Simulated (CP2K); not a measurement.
Two runs for the C K edge of 2-chloropyridine. Run A: CP2K XAS_TDP, all-electron GAPW, PBEh(45%), aug-pc-1, TDA, no relativity. Run B differs in one setting.

First lines with a strength over 0.0015. A:

```tsv
atom	energy (eV)	states	strength, one atom
C2 (bonded to C, Cl and N)	282.85	1	0.0624
	284.77	1	0.0562
	289.27	1	0.0015
	289.56	2	0.0077
	290.50	1	0.0031
C3 (bonded to 2 C and H)	281.22	1	0.0516
	284.35	1	0.0138
	285.29	1	0.0032
	285.53	1	0.0023
	286.02	1	0.0037
C4 (bonded to 2 C and H)	280.95	1	0.0579
	284.53	1	0.0121
	285.90	1	0.0027
	286.17	1	0.0036
	286.65	1	0.0029
C5 (bonded to 2 C and H)	281.21	1	0.0530
	284.19	1	0.0117
	285.32	1	0.0015
	285.54	1	0.0022
	285.77	1	0.0034
C6 (bonded to C, N and H)	281.45	1	0.0595
	285.23	1	0.0113
	286.16	1	0.0034
	286.63	1	0.0016
	286.70	1	0.0031
```

B:

```tsv
atom	energy (eV)	states	strength, one atom
C2 (bonded to C, Cl and N)	287.71	1	0.0614
	289.63	1	0.0552
	294.42	2	0.0075
	295.35	1	0.0030
	295.65	2	0.0032
C3 (bonded to 2 C and H)	286.49	1	0.0506
	289.63	1	0.0135
	290.57	1	0.0032
	290.81	1	0.0023
	291.30	1	0.0036
C4 (bonded to 2 C and H)	286.43	1	0.0568
	290.01	1	0.0118
	291.38	1	0.0027
	291.64	1	0.0035
	292.13	1	0.0028
C5 (bonded to 2 C and H)	286.62	1	0.0520
	289.61	1	0.0115
	290.96	1	0.0022
	291.19	1	0.0034
	291.60	1	0.0017
C6 (bonded to C, N and H)	286.87	1	0.0584
	290.65	1	0.0111
	291.57	1	0.0034
	292.05	1	0.0016
	292.11	1	0.0030
```

Q: Which was it: GW2X switched on, the basis, the functional, scalar relativity switched on?

GW2X switched on. GW2X shifts an atom's lines together and keeps their spacings. Against PBEh(45%) in aug-pc-1, the leading lines move by +4.86 eV (C2, to 287.71), +5.27 eV (C3, to 286.49), +5.48 eV (C4, to 286.43), +5.41 eV (C5, to 286.62) and +5.42 eV (C6, to 286.87).

[Banner, clock and machine lines of the logs are left out without a mark of their own.]

[Logs are printed without paths, hosts, clocks, repeated set-up lines and the standing remarks that a program may print on its own settings, such as how far it seeks lower states.]

[Hosts, paths, dates, database ids (printed as entryN), source tags and the programs' standing remarks are cut or masked in the printed files.]
